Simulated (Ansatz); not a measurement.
The crystal is OsClF (1T monolayer (Janus)).

The cell holds 3 atoms: 1 Os, 1 F and 1 Cl. Cell: a = 3.437 Å, b = 3.437 Å, c = 27.400 Å, α = 90.0°, β = 90.0°, γ = 120.0°. Vacuum lies along c.

```xyz
3
Lattice="3.4367 0.0000 0.0000 -1.7183 2.9762 0.0000 0.0000 0.0000 27.4000" Properties=species:S:1:pos:R:3
Os    0.0000    0.0000   13.6941
F     0.0000    1.9842   14.7502
Cl    1.7183    0.9921   12.6498
```

The structure was relaxed with PBEsol. The runs that relaxed it are not among those shown. Spin-orbit coupling is left out unless a run names it. PAW set soft_2, made with PBE.

Gaps computed with Ansatz 0.2.0 without a self-energy: PBEsol 1.37 eV and PBEsol+SOC 1.13 eV.

Estimate the G0W0@PBEsol gap with 6×6×1 mesh, 372 empty bands, screening to 70 eV, default PAW files.

About 2.50 eV: on its mesh the run moves the gap from 1.42 eV by +1.13 eV, and the mesh misses the edges by 0.05 eV. Spin-orbit coupling is not in that value; its −0.24 eV at the PBEsol level would bring it to about 2.26 eV. Bands and cutoff are finite, so the gap stands short of the basis limit, usually by up to a few tenths of an eV; the mesh is an error of its own. The runs have no spin polarisation. For a closed low-spin shell that is the natural state; where a d or f shell is open it is a constraint, and the gap is then not the crystal's own. With d states at the gap, one-shot GW leans hard on its start. The many-body steps are scalar-relativistic: spin-orbit coupling is not in them.

[Long decimals in the printed logs are rounded to 6 places.]

[Logs are printed without paths, hosts, clocks, repeated set-up lines and the standing remarks that a program may print on its own settings, such as how far it seeks lower states.]

[Paths, hosts, dates, memory and timing lines, banners, echoed tables and standing remarks are left out of the program output; an Ansatz launch command may be rebuilt from the run's recorded settings. Measured values are a selection of at most five: reports struck by readers or far from the other reports are left out. None is set beside runs whose start may be inverted or whose files or cutoffs have a known fault.]

[Runs of the session that timed out or met a known fault of the program may be left out.]

[Cells called generated may have been cut or substituted from an entry of the Crystallography Open Database or the Materials Project.]

[Hosts, paths, dates, database ids (printed as entryN), source tags and the programs' standing remarks are cut or masked in the printed files.]

[Where the starting crystal was built by hand or by swapping elements, it need not be the compound's stable phase.]
